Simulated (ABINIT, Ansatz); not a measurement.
# AlBiS3 (Pm-3m): zone-centre phonons, part 5 of 5

Wanted: the vibrations of AlBiS3 (Pm-3m) at Γ, by two programs.

ABINIT 10.8.3; DFT LDA, scalar-relativistic, plane waves, HGH norm-conserving pseudopotentials.

So far, highest optical zone-centre mode (no LO-TO term) (cm⁻¹): step 5 (modes with the sum rule) 457; step 6 (ASR 0, chneut 0) 457.

The structure was built from a prototype and need not be the compound's stable phase.

## 7. A second program

The same cell goes through another code, with its own cutoff. The potentials differ.

This step: DFT LDA, scalar-relativistic, plane waves, PseudoDojo norm-conserving pseudopotentials (Ansatz 0.2.0).

Input file input.yaml:

```yaml
crystal:
  lattice:
    - [4.5690303556, 0.0, 0.0]
    - [0.0, 4.5690303556, 0.0]
    - [0.0, 0.0, 4.5690303556]
  atoms:
    - { symbol: Bi, position: [0.0, 0.0, 0.0] }
    - { symbol: Al, position: [0.5, 0.5, 0.5] }
    - { symbol: S, position: [0.5, 0.5, 0.0] }
    - { symbol: S, position: [0.5, 0.0, 0.5] }
    - { symbol: S, position: [0.0, 0.5, 0.5] }
kpoints:
  mp_grid: { grid: [6, 6, 6] }
hamiltonian:
  xc: lda
  pseudopotentials: { kind: nc, accuracy: standard }
scf:
  occupations: { method: gaussian, width: 0.27211 }
output:
  eigenvalues: true
phonons:
  method: dfpt
```

The run is started by

```
$ ansatz run input.yaml --threads 4 --pin off --max-ram 8192MiB --backend cpu --events-out ev --progress --plain --runs-dir out
```

The program printed:

```text
zone centre: on kpoints.mp_grid the ground state, and the responses unless they are solved on pairs of k-points, stand on 64 of the mesh's 216 k-points, reduced under 8 symmetry operations, with k and −k counted as one. Each operation leaves every solved displacement unchanged or reverses it
Engine: ansatz 0.2.0, x86_64-unknown-linux-gnu
Pseudopotentials: kind: nc
Pseudopotential: Bi, nc, valence charge 15, recommended cutoff 952.398519 eV (normal), Bi.nc.azcp (PseudoDojo's, or run here from an input of PseudoDojo's; its table is named by hamiltonian.pseudopotentials.accuracy)
Pseudopotential: Al, nc, valence charge 3, recommended cutoff 598.650497 eV (normal), Al.nc.azcp (PseudoDojo's, or run here from an input of PseudoDojo's; its table is named by hamiltonian.pseudopotentials.accuracy)
Pseudopotential: S, nc, valence charge 6, recommended cutoff 734.707429 eV (normal), S.nc.azcp (PseudoDojo's, or run here from an input of PseudoDojo's; its table is named by hamiltonian.pseudopotentials.accuracy)
Functional definition: SPW92
  exchange = slater_x
  correlation = pw_c
Crystal: 5 atoms, lattice volume = 95.383 Å³
Basis set: ecut = 952.398519 eV, 6403 PW (Γ), exchange–correlation on 96×96×96 points (8 copies of the dense FFT grid, shifted against one another)
Bands: 23, of which v1, the nominal top of the filled ones, is band 18 counted from 1 (17 counted from 0)
Symmetry: 48 space group operations
k-points: 64 of 216 (irreducible under 8 space group operations)
Non-local potential: Bi, projectors of the file, l = 0: 2, l = 1: 2, l = 2: 2, l = 3: 2
Non-local potential: Al, projectors of the file, l = 0: 2, l = 1: 2, l = 2: 2
Non-local potential: S, projectors of the file, l = 0: 2, l = 1: 2, l = 2: 2
Initial density: superposition of atomic densities (chi_scale 0.1, normalization cell, long waves kept (reshape's long-wave potential 0.01 eV rms))
Initial wavefunctions: pseudopotential atomic-orbital guess
Functional: x = slater, c = lda
SCF iter   1: F=—  HF=-3192.235597 eV  |F-HF|=—  |Δ(HF+E_count)|=         —  Δρ=4.09e-2  dr2=3.22e0  ethr=3.10e-3  ⟨swp⟩=6.9  Hψ=7619  notcnv=0
preconditioner: auto → Kerker (q_TF=auto, 2.319 Å⁻¹)  [metal: Δε(μ)=0.236 eV  Ē_g=13.774 eV  σ=0.272 eV  W_gap=0.46  n_scr=18 (ndim 8)  ℏωp=22.8 eV  f_vac=0.000  D(μ)=0.63/eV (n_scr^D=0)]
SCF iter   2: F=—  HF=-3191.575467 eV  |F-HF|=—  |Δ(HF+E_count)|=   6.60e-1  Δρ=2.02e-2  dr2=7.43e-1  ethr=3.10e-3  ⟨swp⟩=2.3  Hψ=2641  notcnv=0
SCF iter   3: F=—  HF=-3191.394305 eV  |F-HF|=—  |Δ(HF+E_count)|=   1.81e-1  Δρ=4.63e-3  dr2=2.22e-2  ethr=2.07e-3  ⟨swp⟩=2.1  Hψ=1960  notcnv=0
SCF iter   4: F=—  HF=-3191.389587 eV  |F-HF|=—  |Δ(HF+E_count)|=   4.72e-3  Δρ=1.10e-3  dr2=2.99e-3  ethr=6.18e-5  ⟨swp⟩=2.1  Hψ=2479  notcnv=0  defer=5
SCF iter   5: F=—  HF=-3191.389019 eV  |F-HF|=—  |Δ(HF+E_count)|=   5.68e-4  Δρ=3.47e-4  dr2=1.75e-4  ethr=8.30e-6  ⟨swp⟩=2.1  Hψ=2044  notcnv=0  defer=5
SCF iter   6: F=—  HF=-3191.388986 eV  |F-HF|=—  |Δ(HF+E_count)|=   3.29e-5  Δρ=7.65e-5  dr2=8.70e-6  ethr=4.87e-7  ⟨swp⟩=2.2  Hψ=1977  notcnv=0  defer=6
SCF iter   7: F=—  HF=-3191.388981 eV  |F-HF|=—  |Δ(HF+E_count)|=   4.72e-6  Δρ=3.03e-5  dr2=2.44e-6  ethr=2.42e-8  ⟨swp⟩=2.4  Hψ=2203  notcnv=0  defer=6
SCF iter   8: F=—  HF=-3191.388948 eV  |F-HF|=—  |Δ(HF+E_count)|=   3.34e-5  Δρ=4.30e-6  dr2=4.07e-8  ethr=6.79e-9  ⟨swp⟩=1.4  Hψ=1566  notcnv=0  defer=6
SCF iter   9: F=—  HF=-3191.388948 eV  |F-HF|=—  |Δ(HF+E_count)|=   8.43e-9  Δρ=5.51e-7  dr2=2.11e-10  ethr=1.13e-10  ⟨swp⟩=2.2  Hψ=2437  notcnv=0  defer=6
SCF iter  10: F=—  HF=-3191.388948 eV  |F-HF|=—  |Δ(HF+E_count)|=  9.46e-11  Δρ=1.08e-7  dr2=1.71e-11  ethr=1.00e-12  ⟨swp⟩=2.6  Hψ=2721  notcnv=0  defer=6
SCF iter  11: F=-3191.388948 eV  HF=-3191.388948 eV  |F-HF|=9.09e-13  |Δ(HF+E_count)|=  3.64e-12  Δρ=1.76e-8  dr2=1.81e-13  ethr=1.00e-12  ⟨swp⟩=8.3  Hψ=8527  notcnv=0
SCF 1 converged in 11 iterations: F = -3191.388948 eV  dr2 = 1.81e-13
DFPT response loops at Γ: preconditioner auto → Kerker (q_TF=auto, 2.319 Å⁻¹) (partly filled bands, converged f_vac=0.000); β = 1.00, the filter's whole step (`scf.mixing.beta` (0.50) is not read by the response loops under this deck's `scf.mixing.preconditioner`; to damp them name `kerker` or `kerker_dos`, under which they read `scf.mixing.beta`, and type it under 1.00, their step now; both keys bind the ground state too); Broyden in place of MSR1
SCF converged after 11 iterations
Free energy (F): -3191.388948 eV
Harris-Foulkes:  -3191.388948 eV  (|F-HF|=9.09e-13)
Internal energy: -3191.308168 eV  (E = F + TS)
E sigma→0 (E₀):  -3191.348558 eV
Entropy (-TS):   -0.080780 eV (-16.156 meV/atom)
Fermi energy:    9.093380 eV
--- Per-component energies (eV) ---
  E_band       = -62.188935
  E_kinetic    = 1410.774828
  E_local      = -1631.150652  (includes V_loc(G=0)·N_el)
  E_nonlocal   = -281.020963
  E_hartree    = 530.188146
  E_xc         = -867.011793
  E_vxc        = -621.168438  (∫ρ·V_xc dr)
  E_ewald      = -2353.087733
  E_smearing   = -0.080780  (= −TS)
  E_closure    = 0.000000  (closes the sum)
  Σ components = -3191.388948   (vs F -3191.388948, Δ=0.00e0)
--- Band table (eV; the first three rows and the last of 64) ---
  k-point 0: bands = [... 14 lower, 7.3966, 7.6835, 7.6835, 7.6835, 9.7743, 12.2666, 12.2666, 12.2666, ... 1 higher]
  k-point 1: bands = [... 14 lower, 7.0247, 7.4705, 7.6887, 7.6887, 10.5822, 11.3887, 11.8507, 11.8507, ... 1 higher]
  k-point 2: bands = [... 14 lower, 6.6801, 7.1032, 7.9399, 7.9399, 9.6927, 11.1430, 11.1430, 12.2111, ... 1 higher]
  k-point 63: bands = [... 14 lower, 7.5801, 9.4036, 9.4036, 9.4036, 12.3369, 12.3369, 12.3369, 13.5545, ... 1 higher]
--- Phonons (Γ-DFPT): 4 representative perturbations + reference, on 64 of 216 k-points (Σ response iterations 12) ---
  k mesh reduced under 8 symmetry operations, with k and −k counted as one. Each operation leaves every solved displacement unchanged or reverses it
  ASR residual: 3.027e-5 → 0.000e0 eV/Å²; symmetrization residual: 6.750e-6 eV/Å²
  ASR residual per site (eV/Å²): 3.03e-5 9.25e-6 5.81e-6 5.81e-6 5.81e-6
  Γ frequencies (cm⁻¹): -154.40 -154.40 -154.40 -151.70 -151.70 -151.70 0.00 0.00 0.00 105.12 105.12 105.12 468.08 468.08 468.08
  non-analytic LO–TO correction: not included (Born effective charges unavailable; polar crystals: no LO–TO splitting at Γ)
```

Elapsed: 42 s, on 4 threads of Intel Xeon at 2.70GHz, shared host; peak memory 1.9 GiB.

Read from the output:

```yaml
sum_rule_residual_before_enforcement: 3.03e-5 eV/Å²
highest_optical_zone_centre_mode_no_lo_to_term: 468.1 cm⁻¹
lowest_optical_zone_centre_mode: -154.4 cm⁻¹
```

## 8. Side by side: ABINIT HGH and Ansatz, PseudoDojo

Numbers from this step:

| Property | Result |
| --- | --- |
| root-mean-square difference | 6.07 cm⁻¹ |
| largest difference | 11.4 cm⁻¹ |

Optical modes, paired by symmetry label. Frequencies side by side, by row:

| q (reciprocal lattice) | mode | ABINIT HGH (cm⁻¹) | Ansatz, PseudoDojo (cm⁻¹) |
| --- | --- | --- | --- |
| 0 0 0 | 1 | -151.2 | -154.4 |
| 0 0 0 | 2 | -151.2 | -154.4 |
| 0 0 0 | 3 | -151.2 | -154.4 |
| 0 0 0 | 4 | -149.3 | -151.7 |
| 0 0 0 | 5 | -149.3 | -151.7 |
| 0 0 0 | 6 | -149.3 | -151.7 |
| 0 0 0 | 10 | 104 | 105.1 |
| 0 0 0 | 11 | 104 | 105.1 |
| 0 0 0 | 12 | 104 | 105.1 |
| 0 0 0 | 13 | 456.7 | 468.1 |
| 0 0 0 | 14 | 456.7 | 468.1 |
| 0 0 0 | 15 | 456.7 | 468.1 |

At the zone centre the largest difference (acoustic modes at Γ apart) is 2 % of the highest mode.

## 9. Outcome

```json
{
  "space group after relaxation": "Pm-3m",
  "volume per atom": "19.1 Å³",
  "highest optical zone-centre mode (no LO-TO term)": "456.7 cm⁻¹",
  "lowest optical zone-centre mode": "-151.2 cm⁻¹",
  "imaginary optical modes at the zone centre (no q mesh in this session)": "yes",
  "largest difference from Ansatz, PseudoDojo": "11.4 cm⁻¹"
}
```

What this shows: At the LDA level the optical modes of AlBiS3 (Pm-3m) at the zone centre run from 151i to 457 cm⁻¹, so the structure is a saddle point, with 6 modes beyond 10i cm⁻¹ there. The base run prints -0.62 GPa, mostly the error of a finite basis; the relaxation, with a smoothed and higher cutoff, had brought the cell to rest. ABINIT HGH and Ansatz, PseudoDojo differ by 6.1 cm⁻¹ in the root mean square and by 11.4 cm⁻¹ at most, 2.5 % of the highest mode compared (acoustic modes at Γ left out); the two use different potentials, and the cell was not relaxed for the second set. These are harmonic frequencies at zero temperature: anharmonic shifts and linewidths and thermal expansion are left out. Spin-orbit coupling is left out, which can matter for the heavy elements here. The HGH files keep few electrons and have no core correction, which is cheap but rough for Bi. In a metal the frequencies hang on the k mesh and the smearing, most of all near Kohn anomalies. The structure is a hypothetical one, built on a prototype.

[Host names and launcher messages were left out of these logs when they were recorded.]

[Logs are printed without paths, hosts, clocks, repeated set-up lines and the standing remarks that a program may print on its own settings, such as how far it seeks lower states.]

[Hosts, paths, dates, database ids (printed as entryN), source tags and the programs' standing remarks are cut or masked in the printed files.]
